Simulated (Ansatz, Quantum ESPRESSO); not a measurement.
# 1T-NbSTe, 1 layer in an electric field, part 3 of 6

How does 1T-NbSTe, 1 layer respond to a gate-like field without added charge?

Quantum ESPRESSO 7.5; plane-wave DFT, PBE, GBRV ultrasoft pseudopotentials; geometry and cross-check by Ansatz 0.2.0 with PAW datasets.

So far. Step 3 (Ground state: no field): The run needed 13 iterations to bring the estimated error under 1e-09 Ry; the largest force on any atom, held or free, is 0.04 eV/Å. Step 4 (Potential by pp.x): The vacuum is flat to 0.1 meV/Å, so its level is well defined. Inside the slab the curve depends on the local part of the pseudopotentials; only the vacuum level has a meaning of its own.

### 5. Band structure: no field

A bands run reads the converged density and follows the path given under K_POINTS.

File f0.bands.in:

```
&control
  prefix = 'f0.bands'
  outdir = './out'
  pseudo_dir = './pseudo'
  calculation = 'bands'
  tefield = .true.
  dipfield = .true.
/
&system
  ibrav = 0
  nat = 3
  ntyp = 3
  ecutwfc = 40
  ecutrho = 200
  occupations = 'smearing'
  smearing = 'fd'
  degauss = 0.004
  edir = 3
  emaxpos = 0.97
  eopreg = 0.04
  eamp = 0.0
  nbnd = 18
/
&electrons
  conv_thr = 1e-07
  mixing_beta = 0.4
  electron_maxstep = 120
  mixing_mode = 'local-TF'
/
ATOMIC_SPECIES
  Te  127.6000  te_pbe_v1.uspp.F.UPF
  Nb  92.9064  nb_pbe_v1.uspp.F.UPF
  S   32.0600  s_pbe_v1.4.uspp.F.UPF
CELL_PARAMETERS angstrom
  3.53561976890273 0.00000000000000 0.00000000000000
  -1.76780988445136 3.06193653799223 -0.00000000000000
  0.00000000000000 -0.00000000000000 20.27395108310000
ATOMIC_POSITIONS crystal
  Te  0.666666666667 0.333333333333 0.417057240294
  Nb  0.000000000000 -0.000000000000 0.513661972973
  S   0.333333333333 0.666666666667 0.582759017133
K_POINTS crystal_b
4
  0.0000000000 0.0000000000 0.0000000000 14
  0.5000000000 0.0000000000 0.0000000000 14
  0.3333333333 0.3333333333 0.0000000000 14
  0.0000000000 0.0000000000 0.0000000000 1
```

On the command line:

```console
cp -r out/f0.save out/f0.bands.save
cp out/f0.xml out/f0.bands.xml
OMP_NUM_THREADS=1 mpirun -n 4 pw.x -nk 4 -in f0.bands.in > f0.bands.out
```

What it wrote:

```text
[banner, memory and clock lines left out]
Program PWSCF v.7.5 starts

          URL

     Presently no symmetry can be used with electric field

     Atomic positions and unit cell read from directory:
     ./out/f0.bands.save/

     G-vector sticks info

     bravais-lattice index     =            0
     lattice parameter (alat)  =       6.6814  a.u.
     unit-cell volume          =    1481.1421 (a.u.)^3
     number of atoms/cell      =            3
     number of atomic types    =            3
     number of electrons       =        25.00
     number of Kohn-Sham states=           18
     kinetic-energy cutoff     =      40.0000  Ry
     charge density cutoff     =     200.0000  Ry
     Exchange-correlation=  SLA  PW   PBX  PBC
                           (   1   4   3   4   0   0   0)

     celldm(1)=   6.681353  celldm(2)=   0.000000  celldm(3)=   0.000000
     celldm(4)=   0.000000  celldm(5)=   0.000000  celldm(6)=   0.000000

     crystal axes: (cart. coord. in units of alat)
               a(1) = (   1.000000   0.000000   0.000000 )
               a(2) = (  -0.500000   0.866025  -0.000000 )
               a(3) = (   0.000000  -0.000000   5.734200 )

     reciprocal axes: (cart. coord. in units 2 pi/alat)
               b(1) = (  1.000000  0.577350  0.000000 )
               b(2) = ( -0.000000  1.154701  0.000000 )
               b(3) = ( -0.000000  0.000000  0.174392 )

     PseudoPot. # 1 for Te read from file:
     ./pseudo/te_pbe_v1.uspp.F.UPF
     Pseudo is Ultrasoft + core correction, Zval =  6.0
     Generated by new atomic code, or converted to UPF format
     Using radial grid of  891 points,  5 beta functions with:
                l(1) =   0
                l(2) =   0
                l(3) =   1
                l(4) =   1
                l(5) =   2
     Q(r) pseudized with  6 coefficients,  rinner =    1.800   1.800   1.800
                                                       1.800   1.800

     PseudoPot. # 2 for Nb read from file:
     ./pseudo/nb_pbe_v1.uspp.F.UPF
     Pseudo is Ultrasoft + core correction, Zval = 13.0
     Generated by new atomic code, or converted to UPF format
     Using radial grid of  887 points,  6 beta functions with:
                l(1) =   0
                l(2) =   0
                l(3) =   1
                l(4) =   1
                l(5) =   2
                l(6) =   2
     Q(r) pseudized with  6 coefficients,  rinner =    1.000   1.000   1.000
                                                       1.000   1.000

     PseudoPot. # 3 for S  read from file:
     ./pseudo/s_pbe_v1.4.uspp.F.UPF
     Pseudo is Ultrasoft + core correction, Zval =  6.0
     Generated by new atomic code, or converted to UPF format
     Using radial grid of  907 points,  6 beta functions with:
                l(1) =   0
                l(2) =   0
                l(3) =   1
                l(4) =   1
                l(5) =   2
                l(6) =   2
     Q(r) pseudized with  8 coefficients,  rinner =    1.300   1.300   1.300
                                                       1.300   1.300

     atomic species   valence    mass     pseudopotential
     Te                6.00   127.60000     Te( 1.00)
     Nb               13.00    92.90640     Nb( 1.00)
     S                 6.00    32.06000     S ( 1.00)

     No symmetry found

   Cartesian axes

     site n.     atom                  positions (alat units)
         1        Te     tau(   1) = (   0.5000000   0.2886751   2.3914897  )
         2        Nb     tau(   2) = (   0.0000000   0.0000000   2.9454405  )
         3        S      tau(   3) = (  -0.0000000   0.5773503   3.3416568  )

     number of k points=    43  Fermi-Dirac smearing, width (Ry)=  0.0040
                       cart. coord. in units 2pi/alat
        k(    1) = (   0.0000000   0.0000000   0.0000000), wk =   0.0465116
        k(    2) = (   0.0357143   0.0206197   0.0000000), wk =   0.0465116
        k(    3) = (   0.0714286   0.0412393   0.0000000), wk =   0.0465116
        k(    4) = (   0.1071429   0.0618590   0.0000000), wk =   0.0465116
        k(    5) = (   0.1428571   0.0824786   0.0000000), wk =   0.0465116
        k(    6) = (   0.1785714   0.1030983   0.0000000), wk =   0.0465116
        k(    7) = (   0.2142857   0.1237179   0.0000000), wk =   0.0465116
        k(    8) = (   0.2500000   0.1443376   0.0000000), wk =   0.0465116
        k(    9) = (   0.2857143   0.1649572   0.0000000), wk =   0.0465116
        k(   10) = (   0.3214286   0.1855769   0.0000000), wk =   0.0465116
        k(   11) = (   0.3571429   0.2061965   0.0000000), wk =   0.0465116
        k(   12) = (   0.3928571   0.2268162   0.0000000), wk =   0.0465116
        k(   13) = (   0.4285714   0.2474358   0.0000000), wk =   0.0465116
        k(   14) = (   0.4642857   0.2680555   0.0000000), wk =   0.0465116
        k(   15) = (   0.5000000   0.2886751   0.0000000), wk =   0.0465116
        k(   16) = (   0.4880952   0.3092948   0.0000000), wk =   0.0465116
        k(   17) = (   0.4761905   0.3299144   0.0000000), wk =   0.0465116
        k(   18) = (   0.4642857   0.3505341   0.0000000), wk =   0.0465116
        k(   19) = (   0.4523810   0.3711537   0.0000000), wk =   0.0465116
        k(   20) = (   0.4404762   0.3917734   0.0000000), wk =   0.0465116
        k(   21) = (   0.4285714   0.4123930   0.0000000), wk =   0.0465116
        k(   22) = (   0.4166667   0.4330127   0.0000000), wk =   0.0465116
        k(   23) = (   0.4047619   0.4536324   0.0000000), wk =   0.0465116
        k(   24) = (   0.3928571   0.4742520   0.0000000), wk =   0.0465116
        k(   25) = (   0.3809524   0.4948717   0.0000000), wk =   0.0465116
        k(   26) = (   0.3690476   0.5154913   0.0000000), wk =   0.0465116
        k(   27) = (   0.3571429   0.5361110   0.0000000), wk =   0.0465116
        k(   28) = (   0.3452381   0.5567306   0.0000000), wk =   0.0465116
        k(   29) = (   0.3333333   0.5773503   0.0000000), wk =   0.0465116
        k(   30) = (   0.3095238   0.5361110   0.0000000), wk =   0.0465116
        k(   31) = (   0.2857143   0.4948717   0.0000000), wk =   0.0465116
        k(   32) = (   0.2619048   0.4536324   0.0000000), wk =   0.0465116
        k(   33) = (   0.2380952   0.4123930   0.0000000), wk =   0.0465116
        k(   34) = (   0.2142857   0.3711537   0.0000000), wk =   0.0465116
        k(   35) = (   0.1904762   0.3299144   0.0000000), wk =   0.0465116
        k(   36) = (   0.1666667   0.2886751   0.0000000), wk =   0.0465116
        k(   37) = (   0.1428571   0.2474358   0.0000000), wk =   0.0465116
        k(   38) = (   0.1190476   0.2061965   0.0000000), wk =   0.0465116
[...]
3.3657   4.6352

          k = 0.3214 0.1856 0.0000 (  6308 PWs)   bands (ev):

   -55.7960 -31.9631 -31.8472 -31.8280 -13.0816 -11.6427  -5.0367  -4.3465
    -4.0191  -3.4729  -2.4105  -1.1483  -0.7395   1.0834   1.3185   3.1934
     3.3996   4.9562

          k = 0.3571 0.2062 0.0000 (  6322 PWs)   bands (ev):

   -55.7945 -31.9825 -31.8517 -31.8238 -13.0101 -11.4580  -5.2310  -4.6020
    -3.8869  -3.5003  -2.5562  -1.1443  -0.8168   1.2273   1.3408   3.3682
     3.4280   5.0669

          k = 0.3929 0.2268 0.0000 (  6322 PWs)   bands (ev):

   -55.7932 -31.9987 -31.8555 -31.8204 -12.9535 -11.2819  -5.5048  -4.7078
    -3.8004  -3.5285  -2.6524  -1.1331  -0.8692   1.3693   1.3904   3.4470
     3.4563   4.8474

          k = 0.4286 0.2474 0.0000 (  6316 PWs)   bands (ev):

   -55.7922 -32.0108 -31.8584 -31.8178 -12.9126 -11.1332  -5.7634  -4.7250
    -3.7937  -3.5525  -2.6758  -1.1214  -0.9037   1.3995   1.5504   3.4194
     3.4568   4.7782

          k = 0.4643 0.2681 0.0000 (  6332 PWs)   bands (ev):

   -55.7916 -32.0184 -31.8601 -31.8162 -12.8880 -11.0322  -5.9396  -4.7121
    -3.8300  -3.5685  -2.6572  -1.1131  -0.9241   1.4229   1.6749   3.3224
     3.4603   4.7727

          k = 0.5000 0.2887 0.0000 (  6334 PWs)   bands (ev):

   -55.7914 -32.0209 -31.8607 -31.8156 -12.8798 -10.9963  -6.0018  -4.7032
    -3.8507  -3.5740  -2.6445  -1.1102  -0.9310   1.4317   1.7237   3.2742
     3.4610   4.7473

          k = 0.4881 0.3093 0.0000 (  6326 PWs)   bands (ev):

   -55.7914 -32.0205 -31.8614 -31.8156 -12.8785 -10.9941  -5.9948  -4.7030
    -3.8484  -3.5797  -2.6402  -1.2592  -0.8053   1.4294   1.7167   3.2762
     3.4213   4.8123

          k = 0.4762 0.3299 0.0000 (  6328 PWs)   bands (ev):

   -55.7913 -32.0194 -31.8637 -31.8154 -12.8746 -10.9874  -5.9738  -4.7029
    -3.8417  -3.5954  -2.6290  -1.4910  -0.6417   1.4230   1.6955   3.2467
     3.3618   4.9315

          k = 0.4643 0.3505 0.0000 (  6336 PWs)   bands (ev):

   -55.7912 -32.0176 -31.8673 -31.8151 -12.8683 -10.9763  -5.9390  -4.7035
    -3.8303  -3.6177  -2.6152  -1.7450  -0.4958   1.4136   1.6601   3.1321
     3.3769   4.9759

          k = 0.4524 0.3712 0.0000 (  6318 PWs)   bands (ev):

   -55.7911 -32.0150 -31.8722 -31.8148 -12.8599 -10.9612  -5.8906  -4.7061
    -3.8143  -3.6424  -2.6042  -2.0115  -0.3690   1.4010   1.6117   3.0028
     3.4220   5.0288

          k = 0.4405 0.3918 0.0000 (  6324 PWs)   bands (ev):

   -55.7909 -32.0117 -31.8784 -31.8143 -12.8497 -10.9424  -5.8289  -4.7118
    -3.7938  -3.6664  -2.6021  -2.2827  -0.2574   1.3812   1.5547   2.8907
     3.4774   5.0836

          k = 0.4286 0.4124 0.0000 (  6338 PWs)   bands (ev):

   -55.7907 -32.0078 -31.8855 -31.8138 -12.8383 -10.9203  -5.7543  -4.7214
    -3.7708  -3.6875  -2.6198  -2.5434  -0.1556   1.3453   1.4972   2.8073
     3.5362   5.1332

          k = 0.4167 0.4330 0.0000 (  6340 PWs)   bands (ev):

   -55.7905 -32.0033 -31.8936 -31.8132 -12.8262 -10.8958  -5.6674  -4.7349
    -3.7606  -3.6953  -2.8114  -2.6306  -0.0574   1.2857   1.4458   2.7582
     3.5932   5.1708

          k = 0.4048 0.4536 0.0000 (  6348 PWs)   bands (ev):

   -55.7903 -31.9982 -31.9023 -31.8126 -12.8139 -10.8695  -5.5686  -4.7517
    -3.7983  -3.6686  -3.0295  -2.6741   0.0428   1.2076   1.3947   2.7447
     3.6434   5.1911

          k = 0.3929 0.4743 0.0000 (  6340 PWs)   bands (ev):

   -55.7900 -31.9926 -31.9114 -31.8121 -12.8020 -10.8427  -5.4589  -4.7701
    -3.8902  -3.6234  -3.1906  -2.7317   0.1491   1.1221   1.3348   2.7643
     3.6821   5.1913

          k = 0.3810 0.4949 0.0000 (  6332 PWs)   bands (ev):

   -55.7898 -31.9866 -31.9207 -31.8115 -12.7912 -10.8166  -5.3389  -4.7885
    -4.0376  -3.5702  -3.2807  -2.8015   0.2640   1.0370   1.2621   2.8100
     3.7052   5.1733

          k = 0.3690 0.5155 0.0000 (  6320 PWs)   bands (ev):

   -55.7897 -31.9802 -31.9299 -31.8111 -12.7819 -10.7929  -5.2098  -4.8047
    -4.2205  -3.5138  -3.3158  -2.8787   0.3877   0.9578   1.1775   2.8719
     3.7108   5.1443

          k = 0.3571 0.5361 0.0000 (  6325 PWs)   bands (ev):

   -55.7895 -31.9737 -31.9386 -31.8107 -12.7747 -10.7734  -5.0736  -4.8166
    -4.4122  -3.4594  -3.3209  -2.9553   0.5179   0.8895   1.0838   2.9368
     3.7012   5.1143

          k = 0.3452 0.5567 0.0000 (  6319 PWs)   bands (ev):

   -55.7894 -31.9677 -31.9460 -31.8105 -12.7702 -10.7601  -4.9379  -4.8177
    -4.5938  -3.4152  -3.3158  -3.0169   0.6425   0.8437   0.9849   2.9883
     3.6853   5.0923

          k = 0.3333 0.5774 0.0000 (  6327 PWs)   bands (ev):

   -55.7894 -31.9646 -31.9497 -31.8104 -12.7686 -10.7552  -4.8694  -4.7585
    -4.7384  -3.3954  -3.3144  -3.0416   0.7003   0.8636   0.9005   3.0086
     3.6771   5.0843

          k = 0.3095 0.5361 0.0000 (  6317 PWs)   bands (ev):

   -55.7895 -31.9724 -31.9396 -31.8108 -12.7755 -10.7786  -5.0274  -4.8187
    -4.4485  -3.4706  -3.3044  -2.9623   0.6038   0.7273   1.1563   2.9296
     3.7086   5.1200

          k = 0.2857 0.4949 0.0000 (  6335 PWs)   bands (ev):

   -55.7900 -31.9802 -31.9243 -31.8120 -12.7976 -10.8558  -5.1465  -4.7947
    -4.1547  -3.5622  -3.3068  -2.8051   0.4067   0.6942   1.4308   2.7676
     3.7405   5.2310

          k = 0.2619 0.4536 0.0000 (  6327 PWs)   bands (ev):

   -55.7909 -31.9827 -31.9086 -31.8142 -12.8358 -10.9893  -5.1360  -4.7577
    -3.9633  -3.5675  -3.2878  -2.6217   0.2018   0.7136   1.6227   2.6256
     3.7174   5.4065

          k = 0.2381 0.4124 0.0000 (  6315 PWs)   bands (ev):

   -55.7921 -31.9791 -31.8933 -31.8174 -12.8907 -11.1696  -5.0215  -4.6974
    -3.9205  -3.5754  -3.0997  -2.4278   0.0190   0.7492   1.6905   2.5406
     3.6582   5.5997

          k = 0.2143 0.3712 0.0000 (  6315 PWs)   bands (ev):

   -55.7936 -31.9693 -31.8787 -31.8215 -12.9622 -11.3791  -4.8922  -4.5421
    -3.9954  -3.5561  -2.8079  -2.2361  -0.1154   0.7676   1.6659   2.4949
     3.5748   5.5092

          k = 0.1905 0.3299 0.0000 (  6307 PWs)   bands (ev):

   -55.7955 -31.9540 -31.8653 -31.8263 -13.0498 -11.5978  -4.8137  -4.2596
    -4.1588  -3.4324  -2.5257  -2.0556  -0.1718   0.7452   1.6069   2.4865
     3.4474   5.0987

          k = 0.1667 0.2887 0.0000 (  6319 PWs)   bands (ev):

   -55.7975 -31.9342 -31.8534 -31.8316 -13.1517 -11.8078  -4.7431  -4.3919
    -3.9051  -3.2118  -2.3144  -1.8732  -0.1375   0.6953   1.5312   2.5438
     3.2696   4.6932

          k = 0.1429 0.2474 0.0000 (  6333 PWs)   bands (ev):

   -55.7997 -31.9114 -31.8434 -31.8365 -13.2642 -11.9962  -4.7084  -4.5500
    -3.6560  -2.8571  -2.2063  -1.6613  -0.0471   0.6735   1.4316   2.6792
     3.0654   4.3291

          k = 0.1190 0.2062 0.0000 (  6327 PWs)   bands (ev):

   -55.8018 -31.8874 -31.8435 -31.8329 -13.3809 -12.1559  -4.8788  -4.4560
    -3.5356  -2.4044  -2.1563  -1.4182   0.0253   0.7355   1.3074   2.8569
     2.9003   4.0156

          k = 0.0952 0.1650 0.0000 (  6345 PWs)   bands (ev):

   -55.8037 -31.8647 -31.8478 -31.8258 -13.4932 -12.2842  -5.0700  -4.2810
    -3.5011  -2.2993  -1.7673  -1.1499   0.0497   0.8429   1.1643   2.7930
     3.0978   3.7560

          k = 0.0714 0.1237 0.0000 (  6331 PWs)   bands (ev):

   -55.8054 -31.8544 -31.8418 -31.8202 -13.5920 -12.3816  -5.2319  -4.0728
    -3.5098  -2.4099  -1.2165  -0.8630   0.0552   0.8750   1.0087   2.8818
     3.3022   3.5511

          k = 0.0476 0.0825 0.0000 (  6343 PWs)   bands (ev):

   -55.8067 -31.8569 -31.8266 -31.8161 -13.6690 -12.4497  -5.3535  -3.8513
    -3.5332  -2.5697  -0.7070  -0.5754   0.0717   0.7740   0.8503   3.1358
     3.3933   3.4679

          k = 0.0238 0.0412 0.0000 (  6361 PWs)   bands (ev):

   -55.8075 -31.8589 -31.8164 -31.8137 -13.7177 -12.4899  -5.4288  -3.6529
    -3.5534  -2.7328  -0.3388  -0.3246   0.1468   0.6121   0.6707   3.2877
     3.4473   3.5581

          k = 0.0000 0.0000 0.0000 (  6377 PWs)   bands (ev):

   -55.8077 -31.8596 -31.8129 -31.8129 -13.7344 -12.5032  -5.4542  -3.5611
    -3.5611  -2.8130  -0.2151  -0.2151   0.2701   0.5246   0.5246   3.2577
     3.5878   3.5878

     XML data file, pseudopotentials, collected wavefunctions

                                        0.00s GPU  (     518 calls)
[key lines of the parts left out:]
Dipole field         -0.0008 Ry au,
```

Run time: 20 s. Hardware: 4 MPI ranks of Arm Neoverse V1, shared host; peak memory 0.32 GiB.

Band numbers count within the set of bands kept for display. The electronic bands at the labelled points (eV, zero at the Fermi level; # counts the bands kept):

| point | #3 | #4 | #5 | #6 | #7 | #8 | #9 | #10 |
| --- | --- | --- | --- | --- | --- | --- | --- | --- |
| Γ | -3.40 | -2.65 | -0.05 | -0.05 | 0.43 | 0.69 | 0.69 | 3.42 |
| halfway | -3.28 | -3.19 | -2.00 | -0.94 | -0.33 | 1.08 | 1.44 | 2.96 |
| M | -3.69 | -3.41 | -2.48 | -0.95 | -0.77 | 1.59 | 1.89 | 3.44 |
| halfway | -3.60 | -3.53 | -2.65 | -2.47 | 0.10 | 1.45 | 1.61 | 2.92 |
| K | -4.58 | -3.23 | -3.15 | -2.88 | 0.86 | 1.03 | 1.06 | 3.17 |
| halfway | -3.74 | -3.05 | -2.15 | -1.71 | 0.02 | 0.86 | 1.69 | 2.71 |
| Γ | -3.40 | -2.65 | -0.05 | -0.05 | 0.43 | 0.69 | 0.69 | 3.42 |

### 6. Self-consistent run: field 0.1 V/Å

eamp is the field in Hartree atomic units (1 a.u. = 51.42 V/Å). With dipfield on, it is the field in the vacuum beside an isolated sheet. The run starts from the density of the one before.

File f1.in:

```
&control
  prefix = 'f1'
  outdir = './out'
  pseudo_dir = './pseudo'
  calculation = 'scf'
  tprnfor = .true.
  tefield = .true.
  dipfield = .true.
/
&system
  ibrav = 0
  nat = 3
  ntyp = 3
  ecutwfc = 40
  ecutrho = 200
  occupations = 'smearing'
  smearing = 'fd'
  degauss = 0.004
  edir = 3
  emaxpos = 0.97
  eopreg = 0.04
  eamp = 0.00194469
/
&electrons
  conv_thr = 1e-09
  mixing_beta = 0.4
  electron_maxstep = 120
  mixing_mode = 'plain'
  startingpot = 'file'
/
ATOMIC_SPECIES
  Te  127.6000  te_pbe_v1.uspp.F.UPF
  Nb  92.9064  nb_pbe_v1.uspp.F.UPF
  S   32.0600  s_pbe_v1.4.uspp.F.UPF
CELL_PARAMETERS angstrom
  3.53561976890273 0.00000000000000 0.00000000000000
  -1.76780988445136 3.06193653799223 -0.00000000000000
  0.00000000000000 -0.00000000000000 20.27395108310000
ATOMIC_POSITIONS crystal
  Te  0.666666666667 0.333333333333 0.417057240294
  Nb  0.000000000000 -0.000000000000 0.513661972973
  S   0.333333333333 0.666666666667 0.582759017133
K_POINTS automatic
  12 12 1 0 0 0
```

On the command line:

```console
cp -r out/f0.save out/f1.save
OMP_NUM_THREADS=1 mpirun -n 4 pw.x -nk 4 -in f1.in > f1.out
```

What it wrote:

```text
[banner, memory and clock lines left out]
Program PWSCF v.7.5 starts
[...]
number of electrons       =        25.00
     number of Kohn-Sham states=           17
     kinetic-energy cutoff     =      40.0000  Ry
     charge density cutoff     =     200.0000  Ry
[...]
number of k points=    74  Fermi-Dirac smearing, width (Ry)=  0.0040
[...]
Dense  grid:    70637 G-vectors     FFT dimensions: (  32,  32, 180)
[...]
The initial density is read from file :
[...]
negative rho (up, down):  2.729E-03 0.000E+00
[...]
Starting wfcs are   21 randomized atomic wfcs
[...]
negative rho (up, down):  2.722E-03 0.000E+00
[...]
estimated scf accuracy    <       0.01531845 Ry
[...]
negative rho (up, down):  2.736E-03 0.000E+00
[...]
estimated scf accuracy    <       0.27309902 Ry
[...]
negative rho (up, down):  2.730E-03 0.000E+00
[...]
estimated scf accuracy    <       0.00041913 Ry
[...]
negative rho (up, down):  2.728E-03 0.000E+00
[...]
estimated scf accuracy    <       0.00000858 Ry
[...]
negative rho (up, down):  2.727E-03 0.000E+00
[...]
estimated scf accuracy    <       0.00000268 Ry
[...]
negative rho (up, down):  2.727E-03 0.000E+00
[...]
estimated scf accuracy    <       0.00000028 Ry
[...]
negative rho (up, down):  2.726E-03 0.000E+00
[...]
estimated scf accuracy    <       0.00000001 Ry
[...]
negative rho (up, down):  2.726E-03 0.000E+00
[...]
estimated scf accuracy    <       0.00000001 Ry
[...]
negative rho (up, down):  2.726E-03 0.000E+00
[...]
estimated scf accuracy    <          1.4E-09 Ry
[...]
negative rho (up, down):  2.726E-03 0.000E+00
[...]
Computed dipole along edir(3) :
        Dipole               -0.0353 Ry au,         -0.0898 Debye
        Dipole field         -0.0003 Ry au,
        E field amplitude [Ha a.u.]:  1.9447E-03
        Potential amp.        0.1651 Ry
        Total length         36.7797 bohr
[...]
the Fermi energy is    -0.1628 ev
!    total energy              =    -168.68316083 Ry
     estimated scf accuracy    <          5.8E-11 Ry
     smearing contrib. (-TS)   =      -0.00200343 Ry
     internal energy E=F+TS    =    -168.68115739 Ry
[...]
one-electron contribution =    -821.23637810 Ry
     hartree contribution      =     411.20046666 Ry
     xc contribution           =     -41.29447280 Ry
     ewald contribution        =     282.64907881 Ry
     electric field correction =       0.00014804 Ry
     convergence has been achieved in  10 iterations
     negative rho (up, down):  2.726E-03 0.000E+00
[...]
Total force =     0.002749     Total SCF correction =     0.000044
[...]
```

Elapsed: 50 s, on 4 MPI ranks; peak memory 0.73 GiB; 3.4 min of CPU time.

Read from the output:

| Property | Result |
| --- | --- |
| free energy | -2295.0513 eV |
| energy at zero smearing | -2295.0377 eV |
| Fermi energy | -0.1628 eV |
| dipole along the normal | -0.01870 e·Å |

The dipole goes from -0.0525 to -0.0187 e Å, 0.3383 e Å per V/Å.

### 7. Potential by pp.x

File f1.pot.in:

```
&inputpp
  prefix = 'f1'
  outdir = './out'
  filplot = 'f1.pot.dat'
  plot_num = 11
/
```

On the command line:

```console
OMP_NUM_THREADS=1 mpirun -n 4 pp.x -in f1.pot.in > f1.pot.out
```

Run time: 1.1 s. Hardware: 4 MPI ranks; peak memory 0.1 GiB.

This step gave:

- slope of the potential above: 0.1000 eV/Å
- upper vacuum line continued to the top atoms, over the Fermi level: 5.101 eV
- slope of the potential below: 0.09991 eV/Å
- lower vacuum line continued to the bottom atoms, over the Fermi level: 4.453 eV

The slope in the vacuum is 0.100 eV/Å for an applied 0.10 V/Å, as it should be.

(Continued in part 4 of 6.)

[Logs are printed without paths, hosts, clocks, repeated set-up lines and the standing remarks that a program may print on its own settings, such as how far it seeks lower states.]

[Hosts, paths, dates, database ids (printed as entryN), source tags and the programs' standing remarks are cut or masked in the printed files.]

[Maps of the electrostatic potential energy from Ansatz leave out the sawtooth potential of an applied field or a dipole correction, so their vacuum need not be flat; planar profiles and work functions include it.]
